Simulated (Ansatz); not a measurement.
# Lattice dynamics of SrLiBr3 (built on the sites of a database entry of BaLiF3)

Wanted: vibrations and spectra of SrLiBr3 (built on the sites of a database entry of BaLiF3); the cell is already relaxed. After the zone centre comes a 2×2×2 q mesh on a 4×4×4 k mesh.

Calculated with Ansatz 0.2.0; DFT LDA, scalar-relativistic, plane waves, norm-conserving pseudopotentials.

The structure was built from a prototype and need not be the compound's stable phase.

## 1. The starting structure

Symmetry: Pm-3m, No. 221, cubic system. Conventional cell: a = 4.937 Å, b = 4.937 Å, c = 4.937 Å, α = 90.00°, β = 90.00°, γ = 90.00°. Nearest to Sr lie 12 Br at 3.49 Å. Li has 6 Br at 2.47 Å nearest. Nearest to Br lie 2 Li at 2.47 Å and 4 Sr at 3.49 Å. Farther neighbours and most contacts between anions are not listed.

## 2. Zone-centre response

The cell comes from relaxations at this level that are not shown. The zone centre comes first: it holds the modes that light can see, as far as symmetry allows. The response to a homogeneous field gives the Born charges and the dielectric tensor, and its change with displacement the Raman tensors.

input.yaml reads:

```yaml
crystal:
  lattice:
    - [4.9372379283, 0.0, 0.0]
    - [0.0, 4.9372379283, 0.0]
    - [0.0, 0.0, 4.9372379283]
  atoms:
    - { symbol: Sr, position: [0.0, 0.0, 0.0] }
    - { symbol: Li, position: [0.5, 0.5, 0.5] }
    - { symbol: Br, position: [0.0, 0.5, 0.5] }
    - { symbol: Br, position: [0.5, 0.5, 0.0] }
    - { symbol: Br, position: [0.5, 0.0, 0.5] }
kpoints:
  mp_grid: { grid: [4, 4, 4] }
hamiltonian:
  xc: lda
  pseudopotentials: { kind: nc }
scf:
  occupations: { method: fixed }
output:
  eigenvalues: true
phonons:
  method: dfpt
  dielectric: true
  rigid_motions: translations
  raman: true
```

Launch:

```console
ansatz run input.yaml --threads 8 --pin off --max-ram 14336MiB --backend cpu --events-out ev --progress --plain --runs-dir out
```

Log:

```text
Engine: ansatz 0.2.0, x86_64-unknown-linux-gnu
Pseudopotentials: kind: nc
Pseudopotential: Sr, nc, valence charge 10, recommended cutoff 925.187132 eV (normal), Sr.nc.azcp (PseudoDojo's, or run here from an input of PseudoDojo's: the run reads no file of this project's for it)
Pseudopotential: Li, nc, valence charge 3, recommended cutoff 1006.821291 eV (normal), Li.nc.azcp (PseudoDojo's, or run here from an input of PseudoDojo's: the run reads no file of this project's for it)
Pseudopotential: Br, nc, valence charge 7, recommended cutoff 598.650497 eV (normal), Br.nc.azcp (PseudoDojo's, or run here from an input of PseudoDojo's: the run reads no file of this project's for it)
Functional definition: SPW92
  exchange = slater_x
  correlation = pw_c
Crystal: 5 atoms, lattice volume = 120.352 Å³
Basis set: ecut = 1006.821291 eV, 8733 PW (Γ), exchange–correlation on 108×108×108 points (8 copies of the dense FFT grid, shifted against one another)
Bands: 22, of which v1, the nominal top of the filled ones, is band 17 counted from 1 (16 counted from 0)
Symmetry: 48 space group operations
k-points: 30 of 64 (irreducible under 2 space group operations, time reversal used)
Non-local potential: Sr, projectors of the file, l = 0: 2, l = 1: 2, l = 2: 2
Non-local potential: Li, projectors of the file, l = 0: 2, l = 1: 2
Non-local potential: Br, projectors of the file, l = 0: 2, l = 1: 2, l = 2: 2
Initial density: superposition of atomic densities (chi_scale 0.1, normalization cell, long waves kept (reshape's long-wave potential 0.00 eV rms))
Initial wavefunctions: pseudopotential atomic-orbital guess
Functional: x = slater, c = lda
SCF iter   1: F=—  HF=-2424.343845 eV  |F-HF|=—  |Δ(HF+E_count)|=         —  Δρ=3.18e-2  dr2=2.03e0  ethr=3.10e-3  ⟨swp⟩=6.2  Hψ=3235  notcnv=0  defer=74
preconditioner: auto → Resta (q_TF=auto, 2.210 Å⁻¹)  ε∞=4.7  [insulator: Δε(μ)=1.912 eV  Ē_g=8.664 eV  n_scr=26 (ndim 8)  ℏωp=16.6 eV  f_vac=0.000  ε∞_Penn≈4.7]
SCF iter   2: F=—  HF=-2423.619015 eV  |F-HF|=—  |Δ(HF+E_count)|=   7.25e-1  Δρ=1.50e-2  dr2=4.96e-1  ethr=3.10e-3  ⟨swp⟩=4.0  Hψ=1565  notcnv=0  defer=48
SCF iter   3: F=—  HF=-2423.379182 eV  |F-HF|=—  |Δ(HF+E_count)|=   2.40e-1  Δρ=3.53e-3  dr2=2.02e-2  ethr=1.46e-3  ⟨swp⟩=4.0  Hψ=1409  notcnv=0  defer=72
SCF iter   4: F=—  HF=-2423.373764 eV  |F-HF|=—  |Δ(HF+E_count)|=   5.42e-3  Δρ=7.67e-4  dr2=7.34e-4  ethr=5.93e-5  ⟨swp⟩=3.4  Hψ=1257  notcnv=0  defer=86
SCF iter   5: F=—  HF=-2423.373770 eV  |F-HF|=—  |Δ(HF+E_count)|=   6.10e-6  Δρ=1.17e-4  dr2=1.88e-5  ethr=2.16e-6  ⟨swp⟩=2.3  Hψ=1190  notcnv=0  defer=87
SCF iter   6: F=—  HF=-2423.373759 eV  |F-HF|=—  |Δ(HF+E_count)|=   1.04e-5  Δρ=2.75e-5  dr2=7.27e-7  ethr=5.53e-8  ⟨swp⟩=2.6  Hψ=1169  notcnv=0  defer=86
SCF iter   7: F=—  HF=-2423.373875 eV  |F-HF|=—  |Δ(HF+E_count)|=   1.15e-4  Δρ=6.99e-6  dr2=4.62e-8  ethr=2.14e-9  ⟨swp⟩=2.0  Hψ=1152  notcnv=0  defer=76
SCF iter   8: F=—  HF=-2423.373875 eV  |F-HF|=—  |Δ(HF+E_count)|=   1.35e-8  Δρ=4.86e-7  dr2=5.56e-10  ethr=1.36e-10  ⟨swp⟩=2.6  Hψ=1084  notcnv=0  defer=75
SCF iter   9: F=-2423.373875 eV  HF=-2423.373875 eV  |F-HF|=1.55e-11  |Δ(HF+E_count)|=    0.00e0  Δρ=9.43e-8  dr2=2.78e-11  ethr=1.00e-12  ⟨swp⟩=17.4  Hψ=6031  notcnv=0
SCF 1 converged in 9 iterations: F = -2423.373875 eV  dr2 = 2.78e-11
DFPT response loops at Γ: preconditioner auto → none (the input reference at scf.mixing.eps_inf says where Resta's filter doesn't serve); β = 0.50; Broyden in place of MSR1
── the response to a field inside a basis, on 8×8×8 k-points: an SCF that follows is theirs, and a resumed run solves both again ──
Bands: 18, of which v1, the nominal top of the filled ones, is band 17 counted from 1 (16 counted from 0)
k-points: 20 of 512
Initial density: handed on by an earlier stage of this run
Initial wavefunctions: pseudopotential atomic-orbital guess (no wavefunctions were taken with the density)
Eigensolver: Dense (20 Hₖ)
SCF iter   1: F=—  HF=-2423.369140 eV  |F-HF|=—  |Δ(HF+E_count)|=         —  Δρ=5.54e-5  dr2=1.00e-6  ethr=1.00e-1
preconditioner: auto → Resta (q_TF=auto, 2.210 Å⁻¹)  ε∞=3.6  [insulator: Δε(μ)=2.978 eV  Ē_g=11.571 eV  n_scr=26 (ndim 8)  ℏωp=18.5 eV  f_vac=0.000  ε∞_Penn≈3.6]
SCF iter   2: F=—  HF=-2423.369141 eV  |F-HF|=—  |Δ(HF+E_count)|=   6.85e-7  Δρ=2.92e-5  dr2=2.91e-7  ethr=2.95e-9
SCF iter   3: F=—  HF=-2423.369141 eV  |F-HF|=—  |Δ(HF+E_count)|=   2.85e-7  Δρ=1.54e-6  dr2=3.49e-9  ethr=8.56e-10
SCF iter   4: F=—  HF=-2423.369141 eV  |F-HF|=—  |Δ(HF+E_count)|=  1.64e-10  Δρ=4.48e-7  dr2=1.31e-10  ethr=1.03e-11
SCF iter   5: F=-2423.369141 eV  HF=-2423.369141 eV  |F-HF|=9.09e-13  |Δ(HF+E_count)|=  5.55e-11  Δρ=4.24e-8  dr2=1.69e-12  ethr=1.00e-12
SCF 1 converged in 5 iterations: F = -2423.369141 eV  dr2 = 1.69e-12
DFPT response loops at Γ: mixed as the last ones told, above
DFPT response loops at Γ: mixed as the last ones told, above
WARN: field response: ε∞ stands inside a basis, on 8×8×8 points; the force constants stand on the 4×4×4 k-mesh, whose period is 12.19 times the interband length at k = (0.0000, 0.0000, 0.0000), direct gap 2.957 eV, under 14: take them and everything formed from them as unconverged, and compare with a denser kpoints.mp_grid
SCF converged after 9 iterations
Free energy (F): -2423.373875 eV
Harris-Foulkes:  -2423.373875 eV  (|F-HF|=1.55e-11)
Internal energy: -2423.373875 eV  (E = F + TS)
E sigma→0 (E₀):  -2423.373875 eV
Fermi energy:    4.958749 eV
--- Per-component energies (eV) ---
  E_band       = -204.050502
  E_kinetic    = 749.889134
  E_local      = -1230.295985  (includes V_loc(G=0)·N_el)
  E_nonlocal   = 207.380859
  E_hartree    = 299.099846
  E_xc         = -695.919438
  E_vxc        = -529.224180  (∫ρ·V_xc dr)
  E_ewald      = -1753.528289
  E_smearing   = -0.000000  (= −TS)
  E_closure    = -0.000000  (closes the sum)
  Σ components = -2423.373875   (vs F -2423.373875, Δ=0.00e0)
--- Band table (eV; the first three rows and the last of 30) ---
  k-point 0: bands = [... 13 lower, 3.7603, 4.6848, 4.6848, 4.6848, 7.6421, 8.3017, 8.3017, 9.2727, ... 1 higher]
  k-point 1: bands = [... 13 lower, 3.4849, 3.9047, 4.4547, 4.4547, 8.6905, 8.8423, 9.2228, 9.4316, ... 1 higher]
  k-point 2: bands = [... 13 lower, 3.1598, 3.1598, 4.2688, 4.2688, 9.5314, 9.6239, 10.2341, 10.2524, ... 1 higher]
  k-point 29: bands = [... 13 lower, 4.7518, 4.9587, 4.9587, 4.9587, 8.3306, 9.4614, 9.4614, 9.4614, ... 1 higher]
--- Phonons (Γ-DFPT): 4 representative perturbations + reference, on 30 of 64 k-points (Σ response iterations 16) ---
  k mesh reduced under 2 symmetry operations, with k and −k counted as one. Each operation leaves every solved perturbation unchanged. A smaller set is not considered because the run solves the response to a homogeneous field
  ASR residual: 6.510e-5 → 0.000e0 eV/Å²; symmetrization residual: 2.286e-6 eV/Å²
  ASR residual per site (eV/Å²): 6.51e-5 2.92e-5 3.12e-5 3.12e-5 3.12e-5
  Γ frequencies (cm⁻¹): -58.40 -58.40 -58.40 0.00 0.00 0.00 29.72 29.72 29.72 121.02 121.02 121.02 346.62 346.62 346.62
  ε∞ (high-frequency dielectric tensor):
        4.162671     0.000000     0.000000
        0.000000     4.162671     0.000000
        0.000000     0.000000     4.162671
  softest optical mode at Γ: -58.40 cm⁻¹; the repairs (sum rule, projections) moved no ω² at Γ by more than (1.58 cm⁻¹)²
  Born effective charges Z* (e; rows j = field, columns β = displacement):
    site 0:
         2.94876    0.00000    0.00000
        -0.00000    2.94876   -0.00000
         0.00000    0.00000    2.94876
    site 1:
         1.13005    0.00000    0.00000
        -0.00000    1.13005   -0.00000
         0.00000    0.00000    1.13005
    site 2:
        -1.21815   -0.00000    0.00000
        -0.00000   -1.43032   -0.00000
         0.00000    0.00000   -1.43032
    site 3:
        -1.43032    0.00000    0.00000
        -0.00000   -1.43032   -0.00000
         0.00000    0.00000   -1.21815
    site 4:
        -1.43032    0.00000    0.00000
         0.00000   -1.21815    0.00000
        -0.00000    0.00000   -1.43032
  Z* charge neutrality: 7.036e-5 e pre-enforcement
  solved inside a basis spanned on kpoints, on 8×8×8 k-points: ε∞ is read to err by 9.7e-3, Z* by 1.1e-2 e (field_mesh: kpoints solves on kpoints); Z* is corrected for what the basis lacks
  Raman tensors (in the event stream and the table raman_tensors.tsv): an entry may err by 2.8e-3 Å², one of the second-order susceptibility by 1.1e-19 pm/V (basis, points and sum rule); their sum over the sites missed zero by 3.141e-20 Å² ahead of its enforcement
  optical modes at Γ without the LO–TO term, one row a degenerate level:
      ω (cm⁻¹)  modes    IR ((D/Å)²/amu)  static Raman (Å⁴/amu)  depolarisation
        -58.40      3            10.1445                 0.0000               —
         29.72      3             0.0000                 0.0000               —
        121.02      3             1.0995                 0.0000               —
        346.62      3            13.1894                 0.0000               —
  optical modes at Γ + LO–TO along q̂ = [1.0000, 0.0000, 0.0000]:
      ω (cm⁻¹)  modes    IR ((D/Å)²/amu)  static Raman (Å⁴/amu)  depolarisation
        -58.40      2             6.7630                 0.0000               —
         29.72      3             0.0000                 0.0000               —
         84.16      1             1.4729                 0.0000               —
        121.02      2             0.7330                 0.0000               —
        133.23      1             1.1999                 0.0000               —
        346.62      2             8.7930                 0.0000               —
        375.79      1             5.4717                 0.0000               —
  optical modes at Γ + LO–TO along q̂ = [0.0000, 1.0000, 0.0000]:
      ω (cm⁻¹)  modes    IR ((D/Å)²/amu)  static Raman (Å⁴/amu)  depolarisation
        -58.40      2             6.7630                 0.0000               —
         29.72      3             0.0000                 0.0000               —
         84.16      1             1.4729                 0.0000               —
        121.02      2             0.7330                 0.0000               —
        133.23      1             1.1999                 0.0000               —
        346.62      2             8.7930                 0.0000               —
        375.79      1             5.4717                 0.0000               —
  optical modes at Γ + LO–TO along q̂ = [0.0000, 0.0000, 1.0000]:
      ω (cm⁻¹)  modes    IR ((D/Å)²/amu)  static Raman (Å⁴/amu)  depolarisation
        -58.40      2             6.7630                 0.0000               —
         29.72      3             0.0000                 0.0000               —
         84.16      1             1.4729                 0.0000               —
        121.02      2             0.7330                 0.0000               —
        133.23      1             1.1999                 0.0000               —
        346.62      2             8.7930                 0.0000               —
        375.79      1             5.4717                 0.0000               —
```

Elapsed: 1.7 min, on 8 threads of Intel Xeon Platinum 8488C (Sapphire Rapids), shared host; peak memory 3.3 GiB.

Reading the cycles: dr2 is the Hartree energy of the density residual (eV), the measure of convergence; HF is the Harris–Foulkes estimate of the energy, which meets the free energy F at convergence.

A gap read on the k-mesh alone can miss the band edges.

This step gave:

| Property | Result |
| --- | --- |
| gap on the k-mesh | 2.683 eV |
| volume per atom | 24.07 Å³ |
| sum-rule residual before enforcement | 6.51e-5 eV/Å² |
| miss of the charge sum rule | 7.04e-5 e |
| estimated error of the dielectric tensor | 0.009687 |
| estimated error of the Born charges | 0.01055 e |
| point group | m-3m |
| highest optical mode at the zone centre (no LO-TO term) | 346.6 cm⁻¹ |
| lowest optical zone-centre mode | -58.4 cm⁻¹ |
| mean high-frequency dielectric constant | 4.163 |
| largest Born charge (third of the trace) | 2.949 e |
| top of the zone-centre spectrum with the field | 375.8 cm⁻¹ |

Without the LO-TO term. Patterns of degenerate modes are one choice out of their space. Modes at Γ, with each element's share of the kinetic energy (negative means imaginary):

```
mode  frequency (cm⁻¹)  symmetry  Sr %  Li %  Br %
   1             -58.4       T1u    73     0    26
   2             -58.4       T1u    73     0    26
   3             -58.4       T1u    73     0    26
   4               0.0  acoustic    26     2    72
   5               0.0  acoustic    26     2    72
   6               0.0  acoustic    26     2    72
   7              29.7       T2u     0     0   100
   8              29.7       T2u     0     0   100
   9              29.7       T2u     0     0   100
  10             121.0       T1u     1     9    90
  11             121.0       T1u     1     9    90
  12             121.0       T1u     1     9    90
  13             346.6       T1u     0    89    11
  14             346.6       T1u     0    89    11
  15             346.6       T1u     0    89    11
```

Displacements in mode 1 (-58.4 cm⁻¹), the largest set to 1:
```
Sr1 -0.05 -0.34  1.00
Li2  0.01  0.07 -0.22
Br3  0.01  0.14 -0.40
Br4  0.02  0.14 -0.28
Br5  0.02  0.09 -0.40
```

Displacements in mode 12 (121.0 cm⁻¹), the largest set to 1:
```
Sr1  0.00 -0.04 -0.07
Li2  0.05  0.64  1.00
Br3  0.04 -0.25 -0.38
Br4 -0.02 -0.25  0.76
Br5 -0.02  0.49 -0.38
```

Optical modes at the zone centre, without and with the macroscopic field of the longitudinal modes; each column is sorted by frequency, so a row need not hold one and the same mode. Modes with and without the field, by row:

```csv
rank among optical modes,no field (cm⁻¹),"q along (1, 0, 0) (cm⁻¹)"
1,-58.4,-58.4
2,-58.4,-58.4
3,-58.4,29.7
4,29.7,29.7
5,29.7,29.7
6,29.7,84.2
7,121,121
8,121,121
9,121,133.2
10,346.6,346.6
11,346.6,346.6
12,346.6,375.8
```

Born charge (rows field, columns displacement) (e), principal values of the symmetric part by kind of site:

| atom | atoms with these values | low | middle | high | mean |
| --- | --- | --- | --- | --- | --- |
| Sr1 | 1 | 2.95 | 2.95 | 2.95 | 2.95 |
| Li2 | 1 | 1.13 | 1.13 | 1.13 | 1.13 |
| Br3 | 3 | -1.43 | -1.43 | -1.22 | -1.36 |

In full for Br3:

```
-1.22  0.00  0.00
 0.00 -1.43  0.00
 0.00  0.00 -1.43
```

High-frequency dielectric tensor:

```
4.16 0.00 0.00
0.00 4.16 0.00
0.00 0.00 4.16
```

Transverse modes; imaginary modes are left out. Lines of the infrared spectrum (strongest = 100):

| position (cm⁻¹) | label | relative intensity |
| --- | --- | --- |
| 30 | T2u | 0.0 |
| 121 | T1u | 8.3 |
| 347 | T1u | 100 |

Before it was imposed, the acoustic sum rule was missed by 6.5e-5 eV/Å² and the charge sum rule by 7.0e-5 e. Small misses are needed for a sound result but don't prove that mesh and cutoff are converged. The lowest optical mode is imaginary, 58.4i cm⁻¹, so the energy falls along it.

The log warns of the k mesh: “the force constants stand on the 4×4×4 k-mesh, whose period is 12.19 times the interband length at k = (0.0000, 0.0000, 0.0000), direct gap 2.957 eV, under 14: take them and everything formed from them as unconverged”.

[end of part 1 of 2]

[Logs are printed without paths, hosts, clocks, repeated set-up lines and the standing remarks that a program may print on its own settings, such as how far it seeks lower states.]

[Hosts, paths, dates, database ids (printed as entryN), source tags and the programs' standing remarks are cut or masked in the printed files.]
